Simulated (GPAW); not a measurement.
Consider K2LiAlF6 (Fm-3m).

```cif
data_structure
_symmetry_space_group_name_H-M 'P 1'
_symmetry_Int_Tables_number 1
_cell_length_a 5.5451
_cell_length_b 5.5451
_cell_length_c 5.5451
_cell_angle_alpha 60.000
_cell_angle_beta 60.000
_cell_angle_gamma 60.000
_cell_volume 120.56
loop_
_atom_site_label
_atom_site_type_symbol
_atom_site_fract_x
_atom_site_fract_y
_atom_site_fract_z
_atom_site_occupancy
K1 K 0.75000 0.75000 0.75000 1
K2 K 0.25000 0.25000 0.25000 1
Al3 Al 0.00000 0.00000 0.00000 1
F4 F 0.76890 0.76890 0.23110 1
F5 F 0.23110 0.23110 0.76890 1
F6 F 0.76890 0.23110 0.76890 1
F7 F 0.23110 0.76890 0.76890 1
F8 F 0.23110 0.76890 0.23110 1
F9 F 0.76890 0.23110 0.23110 1
Li10 Li 0.50000 0.50000 0.50000 1
```

Absorber: atom 10, with 6 F at 2.11 Å (octahedral, site symmetry m-3m). Method: GPAW, LDA, full core hole (charged cell), 10-atom cell with 5.5 Å between holes, 5×5×5 k points, dipole transitions, Gaussian full width 0.9 eV up to 4 eV, rising linearly to 3.5 eV at 25 eV.

Q: Where do the maxima of the Li K edge fall?

Main maxima up to 24 eV above the zero (height): 2.8 eV (8.25), 7.1 eV (1.83), 16.2 eV (0.61) and 21.7 eV (0.66). A K edge sees empty p states on the absorber. The total-energy difference plus the lowest empty eigenvalue puts the zero at 60.00 eV. One term is added: -3.34 eV, since the hole is spin-paired here and a spin-polarised one costs that much less in the free atom (computed apart). The photon energy is then 56.66 eV. The tabulated edge of the element is 54.7 eV. The functional and the charged cell's background leave an error in such absolute values: in the free atom LDA prices this hole 1.0 eV below PBE (computed apart), and PBE is itself good to a few eV.

The Li K spectrum (energy from the lowest empty level; intensity scaled to a mean of 1 over the first 20 eV):

```
E (eV)  intensity
  -2.0       0.00
  -1.4       0.00
  -0.8       0.00
  -0.2       0.01
   0.4       0.05
   1.0       0.23
   1.6       0.99
   2.2       4.41
   2.8       8.25
   3.4       3.26
   4.0       0.17
   4.6       0.21
   5.2       1.06
   5.8       1.61
   6.4       1.49
   7.0       1.82
   7.6       1.52
   8.2       0.87
   8.8       0.55
   9.4       0.46
  10.0       0.40
  10.6       0.36
  11.2       0.37
  11.8       0.37
  12.4       0.30
  13.0       0.22
  13.6       0.19
  14.2       0.25
  14.8       0.38
  15.4       0.52
  16.0       0.61
  16.6       0.58
  17.2       0.46
  17.8       0.33
  18.4       0.25
  19.0       0.25
  19.6       0.33
  20.2       0.46
  20.8       0.58
  21.4       0.65
  22.0       0.64
  22.6       0.57
  23.2       0.46
  23.8       0.36
  24.4       0.29
  25.0       0.26
  25.6       0.24
  26.2       0.22
  26.8       0.21
  27.4       0.20
  28.0       0.20
  28.6       0.21
  29.2       0.22
  29.8       0.25
  30.4       0.28
```

The holes are only 5.5 Å apart, so the shape is probably not converged with cell size; no larger cell was run here. The mesh is coarse (0.28 Å⁻¹ between points), so small maxima may be mesh ripples. Lifetime broadening is put in by hand, and intensities beyond about 20 eV depend on it and on the partial waves; weight that the partial waves miss at high energy is lost. The structure is a published determination, not relaxed.

[Banner, clock and machine lines of the logs are left out without a mark of their own.]

[Logs are printed without paths, hosts, clocks, repeated set-up lines and the standing remarks that a program may print on its own settings, such as how far it seeks lower states.]

[Hosts, paths, dates, database ids (printed as entryN), source tags and the programs' standing remarks are cut or masked in the printed files.]

[Lists of maxima count a maximum above −3 eV only where it reaches 4 % of the highest in the window and stands out from its surroundings by 2 % of it (1.5 % where it reaches 55 %); shoulders and weaker maxima are passed over, and of the rest the first, up to two pre-edge ones and the few strongest are named.]
